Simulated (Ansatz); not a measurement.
**SbMo (built on the sites of a database entry of MoP): from the cell to its phonons**

Task: relax SbMo (built on the sites of a database entry of MoP), then find its harmonic phonons.

Main program and level: Ansatz 0.2.0; DFT PBEsol, scalar-relativistic, plane waves, norm-conserving pseudopotentials.

The structure was built from a prototype and need not be the compound's stable phase.

**1. Starting point**

Symmetry: P-6m2, No. 187, hexagonal system. Conventional cell: a = 3.456 Å, b = 3.456 Å, c = 3.422 Å, α = 90.00°, β = 90.00°, γ = 120.00°. Mo has 6 Sb at 2.63 Å nearest. Nearest to Sb lie 6 Mo at 2.63 Å. Farther neighbours are not listed.

**2. Coarse relaxation**

A rough relaxation comes first, because large forces or stress need no tight tolerances yet.

input.yaml

```yaml
crystal:
  lattice:
    - [3.45619, 0.0, 0.0]
    - [-1.72809, 2.99315, 0.0]
    - [0.0, 0.0, 3.42187]
  atoms:
    - { symbol: Mo, position: [0.0, 0.0, 0.0] }
    - { symbol: Sb, position: [0.3333333333, 0.6666666667, 0.5] }
kpoints:
  mp_grid: { grid: [6, 6, 6] }
hamiltonian:
  xc: pbesol
  pseudopotentials: { kind: nc }
scf:
  occupations: { method: gaussian, width: 0.1 }
output:
  forces: true
  stress: true
  eigenvalues: true
relax:
  adjacent_minimum: "off"
  f_tol: 0.05
  max_steps: 80
  cell: { stress_tol: 0.5 }
```

On the command line:

```sh
> ansatz run input.yaml --threads 4 --pin off --max-ram 7168MiB --backend cpu --events-out ev --progress --plain --runs-dir out
```

Numbers of over 12 decimals in the logs are rounded to 6 here.

Output:

```text
The last accepted step is kept in <dir> (removed where the run ends without a failure and the disk answers)
Engine: ansatz 0.2.0, x86_64-unknown-linux-gnu
Pseudopotentials: kind: nc
Pseudopotential: Mo, nc, valence charge 14, recommended cutoff 1088.45545 eV (normal), Mo.nc.azcp (PseudoDojo's, or run here from an input of PseudoDojo's: the run reads no file of this project's for it)
[...]
F+E_penalty+E_count = -4381.65760448 eV   max|allowed force component| = 8.789e-17 eV/Å   (the final SCF, on the basis selected at the relaxed cell)
  cell:  # Å, volume = 38.4640 Å³
    - [3.512116, -2.933462099329576e-6, 4.37686993250059e-18]
    - [-1.756055, 3.041583, -2.1884318002866893e-18]
    - [4.333406370466318e-18, 0, 3.600692]
  atoms:
    - { symbol: Mo, position: [0, -2.7755575615628914e-17, 0] }
    - { symbol: Sb, position: [0.333333, 0.666667, 0.5] }
[key lines of the parts left out:]
SCF converged after 4 iterations
Free energy (F): -4381.657604 eV
Fermi energy:    17.353931 eV
P = ⅓ Tr σ = 0.0254 GPa (0.254 kbar)
```

Run time: 37 s. Hardware: 4 threads of AMD EPYC 7R43, shared host; peak memory 0.42 GiB.

The steps of the relaxation:

```csv
step,energy less that of the first step (eV),largest force component (eV/Å),pressure (GPa),volume (Å³)
1,0.0000,0.0000,17.95,35.40
2,-0.1627,0.0000,-3.74,39.39
3,-0.1737,0.0000,-0.38,38.35
4,-0.1763,0.0000,0.29,38.34
5,-0.1763,0.0000,-0.01,38.39
6*,-0.1822,0.0000,0.41,38.39
7,-0.1823,0.0000,0.02,38.46
8*,-0.1824,0.0000,0.03,38.46
```

Relaxation steps marked * repeat the geometry before them on a plane-wave basis chosen anew for their cell, so energy and pressure can jump there.

Forces are held to the 12 operations that the run works with; a distortion that breaks them can't arise in this run.

```csv
"conventional cell, symmetrised",before,after,change
a (Å),3.456,3.512,+1.6 %
b (Å),3.456,3.512,+1.6 %
c (Å),3.422,3.601,+5.2 %
volume (Å³/atom),17.70,19.23,+8.7 %
```

The relaxed structure:

```xyz
2
Lattice="3.5121 0.0000 0.0000 -1.7561 3.0416 0.0000 0.0000 0.0000 3.6007" Properties=species:S:1:pos:R:3 pbc="T T T"
Mo    0.0000    0.0000    0.0000
Sb    0.0000    2.0277    1.8003
```

This step gave:

```yaml
pressure: 0.02544 GPa
volume_per_atom: 19.23 Å³
gap_on_the_k_mesh: 0 eV
```

In this step the volume went from 17.70 to 19.23 Å³/atom.

**3. Relaxation**

The cell and atoms are relaxed, since residual forces and stress would shift the frequencies.

input.yaml, the sections that differ from step 2:

```yaml
crystal:
  lattice:
    - [3.5121158592, -2.9335e-06, 0.0]
    - [-1.7560553891, 3.0415830218, 0.0]
    - [0.0, 0.0, 3.600691577]
  atoms:
    - { symbol: Mo, position: [0.0, 0.0, 0.0] }
    - { symbol: Sb, position: [0.3333333333, 0.6666666667, 0.5] }
kpoints:
  mp_grid: { grid: [12, 12, 10] }
relax:
  adjacent_minimum: "off"
  f_tol: 0.005
  max_steps: 80
  cell: { stress_tol: 0.05 }
# hamiltonian, scf, output: as in step 2
```

Output:

```text
[...]
Crystal: 2 atoms, lattice volume = 38.464 Å³
Basis set: ecut = 1088.45545 eV, 3187 PW (Γ), exchange–correlation on 80×80×80 points (8 copies of the dense FFT grid, shifted against one another)
Bands: 19, of which v1, the nominal top of the filled ones, is band 15 counted from 1 (14 counted from 0)
Symmetry: 12 space group operations
[...]
k-point 113: bands = [... 11 lower, 12.5866, 14.2595, 16.0122, 18.0134, 19.7907, 20.3842, 20.4192, 21.3791]
--- Relaxed structure (3 steps of the walk, 3 accepted, 1 SCFs on fresh bases) ---
[...]
cell:  # Å, volume = 38.5150 Å³
    - [3.523876, -2.9433312592577676e-6, 0.0]
    - [-1.761936, 3.051768, 0.0]
    - [0.0, 0.0, 3.581439]
  atoms:
    - { symbol: Mo, position: [0, -2.7755575615628907e-17, 0.0] }
    - { symbol: Sb, position: [0.333333, 0.666667, 0.5] }
[key lines of the parts left out:]
SCF converged after 6 iterations
Free energy (F): -4381.660965 eV
Fermi energy:    17.331158 eV
P = ⅓ Tr σ = -0.0091 GPa (-0.091 kbar)
```

Run time: 81 s. Hardware: 4 threads; peak memory 0.56 GiB; 5 min of CPU time.

Step by step:

```csv
step,energy less that of the first step (eV),largest force component (eV/Å),pressure (GPa),volume (Å³)
1,0.0000,0.0000,-0.07,38.46
2,-0.0004,0.0000,0.04,38.53
3,-0.0006,0.0000,-0.01,38.51
4*,-0.0006,0.0000,-0.01,38.51
```

Relaxation steps marked * repeat the geometry before them on a plane-wave basis chosen anew for their cell, so energy and pressure can jump there.

Forces are held to the 12 operations that the run works with; a distortion that breaks them can't arise in this run.

```csv
"conventional cell, symmetrised",before,after,change
a (Å),3.512,3.524,+0.3 %
b (Å),3.512,3.524,+0.3 %
c (Å),3.601,3.581,-0.5 %
volume (Å³/atom),19.23,19.26,+0.1 %
```

The relaxed structure:

```xyz
2
Lattice="3.5239 0.0000 0.0000 -1.7619 3.0518 0.0000 0.0000 0.0000 3.5814" Properties=species:S:1:pos:R:3 pbc="T T T"
Mo    0.0000    0.0000    0.0000
Sb    0.0000    2.0345    1.7907
```

This step gave:

```
pressure        : -0.009142 GPa
volume per atom : 19.26 Å³
```

In this step the volume went from 19.23 to 19.26 Å³/atom.

**4. Tight relaxation**

Phonons need a cell at rest on their own settings, so the relaxation is repeated with tight tolerances on forces and stress on the k mesh and occupations of the first response run.

input.yaml, the sections that differ from step 3:

```yaml
crystal:
  lattice:
    - [3.5238762361, -2.9433e-06, 0.0]
    - [-1.761935569, 3.0517678119, 0.0]
    - [0.0, 0.0, 3.5814391789]
  atoms:
    - { symbol: Mo, position: [0.0, 0.0, 0.0] }
    - { symbol: Sb, position: [0.3333333333, 0.6666666667, 0.5] }
kpoints:
  mp_grid: { grid: [12, 12, 12] }
scf:
  occupations: { method: methfessel_paxton, width: 0.15 }
relax:
  adjacent_minimum: "off"
  f_tol: 0.001
  max_steps: 60
  cell: { stress_tol: 0.01 }
# hamiltonian, output: as in step 3
```

Output:

```text
[...]
Crystal: 2 atoms, lattice volume = 38.515 Å³
Basis set: ecut = 1088.45545 eV, 3163 PW (Γ), exchange–correlation on 80×80×80 points (8 copies of the dense FFT grid, shifted against one another)
Bands: 19, of which v1, the nominal top of the filled ones, is band 15 counted from 1 (14 counted from 0)
Symmetry: 12 space group operations
[...]
k-point 132: bands = [... 11 lower, 12.5892, 14.2629, 16.0157, 18.0182, 19.7957, 20.3885, 20.4239, 21.3833]
--- Relaxed structure (3 steps of the walk, 2 accepted, 1 SCFs on fresh bases) ---
[...]
cell:  # Å, volume = 38.5082 Å³
    - [3.523777, -2.9432618764386047e-6, 0.0]
    - [-1.761886, 3.051682, 0.0]
    - [0.0, 0.0, 3.581014]
  atoms:
    - { symbol: Mo, position: [0, -2.7755575615628914e-17, 0.0] }
    - { symbol: Sb, position: [0.333333, 0.666667, 0.500000] }
[key lines of the parts left out:]
SCF converged after 7 iterations
Free energy (F): -4381.657841 eV
Fermi energy:    17.337169 eV
P = ⅓ Tr σ = -0.0009 GPa (-0.009 kbar)
```

It took 45 s on 4 threads; peak memory 0.6 GiB; 2.6 min of CPU time.

Little changed from the start: no atom moved by 0.005 Å and no cell edge by 0.1 %.

This step gave:

```
pressure        : -9.24e-4 GPa
volume per atom : 19.25 Å³
```

The forces vanish by symmetry and the pressure is -0.001 GPa, within the tolerances set. The cell now holds 19.25 Å³/atom.

**5. Linear response at the zone centre**

The zone centre comes first: it holds the modes that light can see, as far as symmetry allows. No field response is asked, since the mesh shows no gap.

input.yaml, the sections that differ from step 4:

```yaml
crystal:
  lattice:
    - [3.5237770724, -2.9433e-06, 0.0]
    - [-1.7618859873, 3.0516819336, 0.0]
    - [0.0, 0.0, 3.5810143229]
  atoms:
    - { symbol: Mo, position: [0.0, 0.0, 0.0] }
    - { symbol: Sb, position: [0.3333333333, 0.6666666667, 0.5] }
output:
  eigenvalues: true
phonons:
  method: dfpt
# kpoints, hamiltonian, scf: as in step 4
# relax: removed
```

Output:

```text
[...]
Crystal: 2 atoms, lattice volume = 38.508 Å³
Basis set: ecut = 1088.45545 eV, 3163 PW (Γ), exchange–correlation on 80×80×80 points (8 copies of the dense FFT grid, shifted against one another)
Bands: 19, of which v1, the nominal top of the filled ones, is band 15 counted from 1 (14 counted from 0)
Symmetry: 12 space group operations
k-points: 476 of 1728 (irreducible under 2 space group operations, time reversal used)
[...]
SCF iter   1: F=—  HF=-4382.328960 eV  |F-HF|=—  |Δ(HF+E_count)|=         —  Δρ=7.15e-2  dr2=2.65e0  ethr=3.10e-3  ⟨swp⟩=6.0  Hψ=45730  notcnv=0
[...]
SCF iter  10: F=-4381.657841 eV  HF=-4381.657841 eV  |F-HF|=0.00e0  |Δ(HF+E_count)|=  4.55e-12  S|Δr|=    0.00e0  Δρ=5.14e-8  dr2=2.11e-13  ethr=1.00e-12  ⟨swp⟩=6.6  Hψ=42017  notcnv=0
SCF 1 converged in 10 iterations: F = -4381.657841 eV  dr2 = 2.11e-13
DFPT response loops at Γ: preconditioner auto → Kerker (q_TF=auto, 2.602 Å⁻¹) (partly filled bands, converged f_vac=0.000); β = 1.00, the filter's whole step (`scf.mixing.beta` (0.50) is not read by the response loops under this deck's `scf.mixing.preconditioner`; to damp them name `kerker` or `kerker_dos`, under which they read `scf.mixing.beta`, and type it under 1.00, their step now; both keys bind the ground state too); Broyden in place of MSR1
SCF converged after 10 iterations
[...]
Free energy (F): -4381.657841 eV
[...]
Internal energy: -4381.658199 eV  (E = F + TS)
E sigma→0 (E₀):  -4381.657931 eV
Entropy (-TS):   0.000358 eV (0.179 meV/atom)
Fermi energy:    17.337169 eV
[...]
--- Band table (eV; the first three rows and the last of 476) ---
  k-point 0: bands = [... 11 lower, 14.9461, 14.9461, 17.0020, 17.1808, 17.1808, 22.0032, 22.0032, 23.1618]
  k-point 1: bands = [... 11 lower, 14.9907, 14.9907, 16.8672, 17.0764, 17.0764, 22.0837, 22.0837, 23.2941]
  k-point 2: bands = [... 11 lower, 15.1161, 15.1161, 16.7414, 16.8220, 16.8220, 22.1914, 22.1914, 23.5586]
  k-point 475: bands = [... 11 lower, 12.3673, 14.3170, 15.7054, 18.0876, 18.7970, 19.8262, 21.5947, 21.8852]
--- Phonons (Γ-DFPT): 4 representative perturbations + reference, on 476 of 1728 k-points (Σ response iterations 12) ---
  k mesh reduced under 2 symmetry operations, with k and −k counted as one. Each operation leaves every solved perturbation unchanged. A smaller set is not used because it would not reduce the number of displacements times k-points to solve
  ASR residual: 3.890e-5 → 0.000e0 eV/Å²; symmetrization residual: 1.794e-4 eV/Å²
  ASR residual per site (eV/Å²): 3.89e-5 3.39e-5
  Γ frequencies (cm⁻¹): 0.00 0.00 0.00 236.70 236.70 256.44
  non-analytic LO–TO correction: not included (Born effective charges unavailable; polar crystals: no LO–TO splitting at Γ)
```

Elapsed: 4.2 min, on 4 threads; peak memory 3.7 GiB; 14 min of CPU time.

Reading the cycles: dr2 is the Hartree energy of the density residual (eV), the measure of convergence; HF is the Harris–Foulkes estimate of the energy, which meets the free energy F at convergence.

Numbers from this step:

```
sum-rule residual before enforcement                    : 3.89e-5 eV/Å²
point group                                             : -6m2
highest optical mode at the zone centre (no LO-TO term) : 256.4 cm⁻¹
lowest optical zone-centre mode                         : 236.7 cm⁻¹
```

Patterns of degenerate modes are one choice out of their space. Modes at Γ, with each element's share of the kinetic energy:

```csv
mode,frequency (cm⁻¹),symmetry,Mo %,Sb %
1,0.0,acoustic,44,56
2,0.0,acoustic,44,56
3,0.0,acoustic,44,56
4,236.7,E',56,44
5,236.7,E',56,44
6,256.4,A2'',56,44
```

Displacements in mode 4 (236.7 cm⁻¹), the largest set to 1:
```
Mo1  0.00  1.00  0.00
Sb2  0.00 -0.79  0.00
```

Displacements in mode 6 (256.4 cm⁻¹), the largest set to 1:
```
Mo1  0.00  0.00  1.00
Sb2  0.00  0.00 -0.79
```

Before it was imposed, the acoustic sum rule was missed by 3.9e-5 eV/Å². Small misses are needed for a sound result but don't prove that mesh and cutoff are converged. The lowest optical mode is real, 237 cm⁻¹.

[end of part 1 of 2]

[Logs are printed without paths, hosts, clocks, repeated set-up lines and the standing remarks that a program may print on its own settings, such as how far it seeks lower states.]

[Hosts, paths, dates, database ids (printed as entryN), source tags and the programs' standing remarks are cut or masked in the printed files.]
